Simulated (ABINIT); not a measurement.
**Beyond one shot: GaN (P6_3mc)**

How far does self-consistency move the gap of GaN (P6_3mc)?

Main program and level: ABINIT 10.8.3; PBE and many-body steps on it, plane waves.

Report form: the programs' logs are mostly left out.

The database entry behind the starting cell differs from later determinations by our own check (about 0.3 % short, ideal inner coordinate), so it need not match the best structure at ambient conditions.

**1. The starting structure**

It takes space group P6_3mc (No. 186, hexagonal). Conventional cell: a = 3.180 Å, b = 3.180 Å, c = 5.166 Å, α = 90.00°, β = 90.00°, γ = 120.00°. Ga has 4 N at 1.94 to 1.95 Å nearest. N has 4 Ga at 1.94 to 1.95 Å nearest. Farther neighbours and most contacts between anions are not listed.

The cell and positions come from the Crystallography Open Database and are kept as given unless a step says otherwise.

**2. Empty states on the mesh, 6×6×4 mesh, 89 bands**

This step: ABINIT 10.8.3; DFT, PBE, plane waves, norm-conserving pseudopotentials.

The sums over transitions need many empty states on a uniform mesh; this step solves for them.

File run.abi:

```
acell 3*1.0 Angstrom
rprim 
  3.179999999980 0.000000000005 0.000000000000
  -1.589999999994 2.753960784015 0.000000000000
  0.000000000000 0.000000000000 5.166000000000
ntypat 2
znucl 31 7
natom 4
typat 1 1 2 2
xred 
  0.333333333333 0.666666666667 0.000000000000
  0.666666666667 0.333333333333 0.500000000000
  0.333333333333 0.666666666667 0.375000000000
  0.666666666667 0.333333333333 0.875000000000
pp_dirpath "pseudos"
pseudos "Ga.upf, N.upf"
ecut 45
ngkpt 6 6 4
nshiftk 1
shiftk 0 0 0
kptopt 1
chksymbreak 0
iscf -2
irdden 1
istwfk *1
nband 89
nbdbuf 8
tolwfr 1e-09
nstep 60
prtvol 0
indata_prefix "in"
outdata_prefix "out"
tmpdata_prefix "tmp"
```

The run is started by

```bash
$ OMP_NUM_THREADS=1 mpirun -n 4 abinit run.abi > log
```

Wall time 53 s (4 MPI ranks of Arm Neoverse V1, shared host); peak memory 0.4 GiB.

Numbers from this step:

```yaml
gap: 1.995 eV
k_of_the_valence_top: 0, 0, 0
k_of_the_conduction_bottom: 0, 0, 0
least_direct_gap: 1.995 eV
k_points_computed: 21
lowest_point_of_the_top_converged_band_above_the_valence_top: 56.2029 eV
```

On this mesh the gap is 1.995 eV.

The density comes from a self-consistent run that is not shown.

**3. Screening, 6×6×4 mesh, 81 bands, screening to 130.6 eV**

The RPA dielectric matrix is built and inverted for each q.

This step: RPA screening on PBE, plane waves, norm-conserving pseudopotentials.

run.abi: that of step 2 with these lines changed.

```diff
@@ -22,10 +22,11 @@
 chksymbreak 0
-iscf -2
-irdden 1
 istwfk *1
-nband 89
-nbdbuf 8
-tolwfr 1e-09
-nstep 60
-prtvol 0
+occopt 1
+irdwfk 1
+optdriver 3
+nband 81
+ecuteps 4.8
+inclvkb 2
+awtr 1
+symchi 1
 indata_prefix "in"
```

The job ended after 3.8 min (4 MPI ranks; peak memory 1.8 GiB).

This step gave:

| Property | Result |
| --- | --- |
| ε∞ with local fields, on this mesh, along the program's q direction | 5.771 |
| the same without local fields | 6.177 |
| plasma frequency | 39.81 eV |
| plane waves in the screening matrix | 147 |

Local fields lower ε∞ by 7 %.

**4. G0W0**

The self-energy is evaluated for the states that the input lists, and the levels follow from it, in one-shot runs by the linearised quasiparticle equation.

This step: G0W0 on PBE, plane waves, norm-conserving pseudopotentials.

run.abi: that of step 3 with these lines changed.

```diff
@@ -25,8 +25,15 @@
 irdwfk 1
-optdriver 3
+optdriver 4
 nband 81
+gwcalctyp 0
+ecutsigx 45
+symsigma 1
+nkptgw 1
+kptgw 
+  0.0000000000 0.0000000000 0.0000000000
+bdgw 
+  25 28
 ecuteps 4.8
-inclvkb 2
-awtr 1
-symchi 1
+irdscr 1
+ppmodel 1
 indata_prefix "in"
```

Run time: 6 s. Hardware: 4 MPI ranks; peak memory 1.3 GiB.

This step gave:

* G0W0 gap on the points computed: 2.832 eV
* starting gap on the mesh: 1.995 eV
* k of the valence top: 0, 0, 0
* k of the conduction bottom: 0, 0, 0
* Z at the valence top: 0.8
* Z at the conduction bottom: 0.826
* least direct G0W0 gap on the computed points: 2.832 eV

The gap on the mesh goes from 1.99 eV to 2.83 eV, a correction of +0.84 eV.

**5. evGW0, cycle 1**

This step: evGW0 on PBE, plane waves, norm-conserving pseudopotentials.

run.abi: that of step 4 with these lines changed.

```diff
@@ -27,10 +27,50 @@
 nband 81
-gwcalctyp 0
+gwcalctyp 10
 ecutsigx 45
 symsigma 1
-nkptgw 1
+nkptgw 21
 kptgw 
   0.0000000000 0.0000000000 0.0000000000
+  0.1666666667 0.0000000000 0.0000000000
+  0.3333333333 0.0000000000 0.0000000000
+  0.5000000000 0.0000000000 0.0000000000
+  0.1666666667 0.1666666667 0.0000000000
+  0.3333333333 0.1666666667 0.0000000000
+  0.3333333333 0.3333333333 0.0000000000
+  0.0000000000 0.0000000000 0.2500000000
+  0.1666666667 0.0000000000 0.2500000000
+  0.3333333333 0.0000000000 0.2500000000
+  0.5000000000 0.0000000000 0.2500000000
+  0.1666666667 0.1666666667 0.2500000000
+  0.3333333333 0.1666666667 0.2500000000
+  0.3333333333 0.3333333333 0.2500000000
+  0.0000000000 0.0000000000 0.5000000000
+  0.1666666667 0.0000000000 0.5000000000
+  0.3333333333 0.0000000000 0.5000000000
+  0.5000000000 0.0000000000 0.5000000000
+  0.1666666667 0.1666666667 0.5000000000
+  0.3333333333 0.1666666667 0.5000000000
+  0.3333333333 0.3333333333 0.5000000000
 bdgw 
-  25 28
+  21 40
+  21 40
+  21 40
+  21 40
+  21 40
+  21 40
+  21 40
+  21 40
+  21 40
+  21 40
+  21 40
+  21 40
+  21 40
+  21 40
+  21 40
+  21 40
+  21 40
+  21 40
+  21 40
+  21 40
+  21 40
 ecuteps 4.8
```

The job ended after 14 min (4 MPI ranks; peak memory 3.6 GiB).

This step gave:

```
quasiparticle gap on the mesh                         : 3.012 eV
gap of the density functional on the mesh             : 1.995 eV
k of the valence top                                  : 0, 0, 0
k of the conduction bottom                            : 0, 0, 0
Z at the valence top                                  : 0.8
Z at the conduction bottom                            : 0.826
least direct quasiparticle gap on the computed points : 3.012 eV
```

Against G0W0 in ABINIT (6×6×4 mesh, 81 bands, screening to 130.6 eV, Godby-Needs plasmon pole), the gap moves by +0.180 eV. This first cycle still uses the starting levels; it takes the full correction, at all points of the mesh, and its linearised value is 2.832 eV.

**6. evGW0, cycle 2**

The corrected levels of the last cycle go back in.

run.abi: that of step 5 with these lines changed.

```diff
@@ -78,2 +78,3 @@
 ppmodel 1
+irdqps 1
 indata_prefix "in"
```

Wall time 14 min (4 MPI ranks); peak memory 3.6 GiB; 56 min of CPU time.

This step gave:

| Item | Value |
| --- | --- |
| quasiparticle gap on the mesh | 2.970 eV |
| gap of the density functional on the mesh | 1.995 eV |
| k of the valence top | 0, 0, 0 |
| k of the conduction bottom | 0, 0, 0 |
| least direct quasiparticle gap on the computed points | 2.970 eV |

Against the cycle before, the gap moves by −0.042 eV.

**7. evGW0, cycle 3**

run.abi is that of step 6.

It took 14 min on 4 MPI ranks; peak memory 3.6 GiB.

This step gave:

| Property | Result |
| --- | --- |
| quasiparticle gap on the mesh | 2.966 eV |
| gap of the density functional on the mesh | 1.995 eV |
| k of the valence top | 0, 0, 0 |
| k of the conduction bottom | 0, 0, 0 |
| least direct quasiparticle gap on the computed points | 2.966 eV |

Against the cycle before, the gap moves by −0.004 eV.

**8. Screening, 6×6×4 mesh, 81 bands, screening to 130.6 eV**

This step: RPA screening on PBE, plane waves, norm-conserving pseudopotentials.

File run.abi:

```
acell 3*1.0 Angstrom
rprim 
  3.179999999980 0.000000000005 0.000000000000
  -1.589999999994 2.753960784015 0.000000000000
  0.000000000000 0.000000000000 5.166000000000
ntypat 2
znucl 31 7
natom 4
typat 1 1 2 2
xred 
  0.333333333333 0.666666666667 0.000000000000
  0.666666666667 0.333333333333 0.500000000000
  0.333333333333 0.666666666667 0.375000000000
  0.666666666667 0.333333333333 0.875000000000
pp_dirpath "pseudos"
pseudos "Ga.upf, N.upf"
ecut 45
ngkpt 6 6 4
nshiftk 1
shiftk 0 0 0
kptopt 1
chksymbreak 0
istwfk *1
occopt 1
irdwfk 1
optdriver 3
nband 81
ecuteps 4.8
inclvkb 2
awtr 1
symchi 1
gwcalctyp 10
mbpt_sciss 1.331 eV
nqptdm 1
qptdm 
  0 0 0
indata_prefix "in"
outdata_prefix "out"
tmpdata_prefix "tmp"
```

It took 22 s on 4 MPI ranks; peak memory 1.8 GiB.

This step gave:

| Property | Result |
| --- | --- |
| ε∞ with local fields, on this mesh, along the program's q direction | 4.967 |
| the same without local fields | 5.281 |
| plasma frequency | 39.81 eV |
| plane waves in the screening matrix | 147 |

This screening uses the functional's bands under a rigid shift, the mean opening of the cycle before.

**9. Screening, 6×6×4 mesh, 81 bands, screening to 130.6 eV**

This step: RPA screening on PBE from quasiparticle energies, plane waves, norm-conserving pseudopotentials.

run.abi: that of step 8 with these lines changed.

```diff
@@ -31,7 +31,26 @@
 symchi 1
+irdqps 1
 gwcalctyp 10
-mbpt_sciss 1.331 eV
-nqptdm 1
+nqptdm 20
 qptdm 
-  0 0 0
+  0.1666666667 0.0000000000 0.0000000000
+  0.3333333333 0.0000000000 0.0000000000
+  0.5000000000 0.0000000000 0.0000000000
+  0.1666666667 0.1666666667 0.0000000000
+  0.3333333333 0.1666666667 0.0000000000
+  0.3333333333 0.3333333333 0.0000000000
+  0.0000000000 0.0000000000 0.2500000000
+  0.1666666667 0.0000000000 0.2500000000
+  0.3333333333 0.0000000000 0.2500000000
+  0.5000000000 0.0000000000 0.2500000000
+  0.1666666667 0.1666666667 0.2500000000
+  0.3333333333 0.1666666667 0.2500000000
+  0.3333333333 0.3333333333 0.2500000000
+  0.0000000000 0.0000000000 0.5000000000
+  0.1666666667 0.0000000000 0.5000000000
+  0.3333333333 0.0000000000 0.5000000000
+  0.5000000000 0.0000000000 0.5000000000
+  0.1666666667 0.1666666667 0.5000000000
+  0.3333333333 0.1666666667 0.5000000000
+  0.3333333333 0.3333333333 0.5000000000
 indata_prefix "in"
```

File mrgscr.stdin:

```
2
merged
q0_SCR
out_SCR
1
```

The run is started by

```bash
$ OMP_NUM_THREADS=1 mpirun -n 4 abinit run.abi > log; mrgscr < mrgscr.stdin
```

Elapsed: 3.8 min, on 4 MPI ranks; peak memory 1.7 GiB; 15 min of CPU time.

Numbers from this step:

| Quantity | Value |
| --- | --- |
| plasma frequency | 39.81 eV |
| plane waves in the screening matrix | 147 |

This screening reads the quasiparticle levels of the cycle before.

**10. evGW, cycle 1**

This step: evGW on PBE, plane waves, norm-conserving pseudopotentials.

run.abi: that of step 9 with these lines changed.

```diff
@@ -25,12 +25,10 @@
 irdwfk 1
-optdriver 3
+optdriver 4
 nband 81
-ecuteps 4.8
-inclvkb 2
-awtr 1
-symchi 1
-irdqps 1
 gwcalctyp 10
-nqptdm 20
-qptdm 
+ecutsigx 45
+symsigma 1
+nkptgw 21
+kptgw 
+  0.0000000000 0.0000000000 0.0000000000
   0.1666666667 0.0000000000 0.0000000000
@@ -55,2 +53,28 @@
   0.3333333333 0.3333333333 0.5000000000
+bdgw 
+  21 40
+  21 40
+  21 40
+  21 40
+  21 40
+  21 40
+  21 40
+  21 40
+  21 40
+  21 40
+  21 40
+  21 40
+  21 40
+  21 40
+  21 40
+  21 40
+  21 40
+  21 40
+  21 40
+  21 40
+  21 40
+ecuteps 4.8
+irdscr 1
+ppmodel 1
+irdqps 1
 indata_prefix "in"
```

The run is started by

```bash
$ OMP_NUM_THREADS=1 mpirun -n 4 abinit run.abi > log
```

It took 14 min on 4 MPI ranks; peak memory 3.6 GiB; 57 min of CPU time.

This step gave:

```yaml
quasiparticle_gap_on_the_mesh: 3.223 eV
gap_of_the_density_functional_on_the_mesh: 1.995 eV
k_of_the_valence_top: 0, 0, 0
k_of_the_conduction_bottom: 0, 0, 0
least_direct_quasiparticle_gap_on_the_computed_points: 3.223 eV
```

Against G0W0 in ABINIT (6×6×4 mesh, 81 bands, screening to 130.6 eV, Godby-Needs plasmon pole), the gap moves by +0.391 eV.

**11. Screening, 6×6×4 mesh, 81 bands, screening to 130.6 eV**

This step: RPA screening on PBE, plane waves, norm-conserving pseudopotentials.

File run.abi:

```
acell 3*1.0 Angstrom
rprim 
  3.179999999980 0.000000000005 0.000000000000
  -1.589999999994 2.753960784015 0.000000000000
  0.000000000000 0.000000000000 5.166000000000
ntypat 2
znucl 31 7
natom 4
typat 1 1 2 2
xred 
  0.333333333333 0.666666666667 0.000000000000
  0.666666666667 0.333333333333 0.500000000000
  0.333333333333 0.666666666667 0.375000000000
  0.666666666667 0.333333333333 0.875000000000
pp_dirpath "pseudos"
pseudos "Ga.upf, N.upf"
ecut 45
ngkpt 6 6 4
nshiftk 1
shiftk 0 0 0
kptopt 1
chksymbreak 0
istwfk *1
occopt 1
irdwfk 1
optdriver 3
nband 81
ecuteps 4.8
inclvkb 2
awtr 1
symchi 1
gwcalctyp 10
mbpt_sciss 1.631 eV
nqptdm 1
qptdm 
  0 0 0
indata_prefix "in"
outdata_prefix "out"
tmpdata_prefix "tmp"
```

Wall time 22 s (4 MPI ranks); peak memory 1.8 GiB.

This step gave:

* ε∞ with local fields, on this mesh, along the program's q direction: 4.832
* the same without local fields: 5.130
* plasma frequency: 39.81 eV
* plane waves in the screening matrix: 147

This screening uses the functional's bands under a rigid shift, the mean opening of the cycle before.

**12. Screening, 6×6×4 mesh, 81 bands, screening to 130.6 eV**

This step: RPA screening on PBE from quasiparticle energies, plane waves, norm-conserving pseudopotentials.

run.abi: that of step 11 with these lines changed.

```diff
@@ -31,7 +31,26 @@
 symchi 1
+irdqps 1
 gwcalctyp 10
-mbpt_sciss 1.631 eV
-nqptdm 1
+nqptdm 20
 qptdm 
-  0 0 0
+  0.1666666667 0.0000000000 0.0000000000
+  0.3333333333 0.0000000000 0.0000000000
+  0.5000000000 0.0000000000 0.0000000000
+  0.1666666667 0.1666666667 0.0000000000
+  0.3333333333 0.1666666667 0.0000000000
+  0.3333333333 0.3333333333 0.0000000000
+  0.0000000000 0.0000000000 0.2500000000
+  0.1666666667 0.0000000000 0.2500000000
+  0.3333333333 0.0000000000 0.2500000000
+  0.5000000000 0.0000000000 0.2500000000
+  0.1666666667 0.1666666667 0.2500000000
+  0.3333333333 0.1666666667 0.2500000000
+  0.3333333333 0.3333333333 0.2500000000
+  0.0000000000 0.0000000000 0.5000000000
+  0.1666666667 0.0000000000 0.5000000000
+  0.3333333333 0.0000000000 0.5000000000
+  0.5000000000 0.0000000000 0.5000000000
+  0.1666666667 0.1666666667 0.5000000000
+  0.3333333333 0.1666666667 0.5000000000
+  0.3333333333 0.3333333333 0.5000000000
 indata_prefix "in"
```

mrgscr.stdin is that of step 9.

The run is started by

```bash
$ OMP_NUM_THREADS=1 mpirun -n 4 abinit run.abi > log; mrgscr < mrgscr.stdin
```

Wall time 3.7 min (4 MPI ranks); peak memory 1.7 GiB.

This step gave:

```
plasma frequency                    : 39.81 eV
plane waves in the screening matrix : 147
```

This screening reads the quasiparticle levels of the cycle before.

(Part 1 of 2 ends here.)

[Paths, hosts, dates, memory and timing lines, banners, echoed tables and standing remarks are left out of the program output.]

[Logs are printed without paths, hosts, clocks, repeated set-up lines and the standing remarks that a program may print on its own settings, such as how far it seeks lower states.]

[Runs of the session that timed out or met a known fault of the program may be left out.]

[Hosts, paths, dates, database ids (printed as entryN), source tags and the programs' standing remarks are cut or masked in the printed files.]

[G0W0 gaps are taken among the corrected bands and points alone; a level outside them can change the order at an edge.]

[Where Ansatz stands beside ABINIT at settings called matched, ABINIT's density can come from a denser mesh and the files from another edition; pairs whose starting gaps differed by over 0.03 eV were left out, so agreement reads better than it is.]
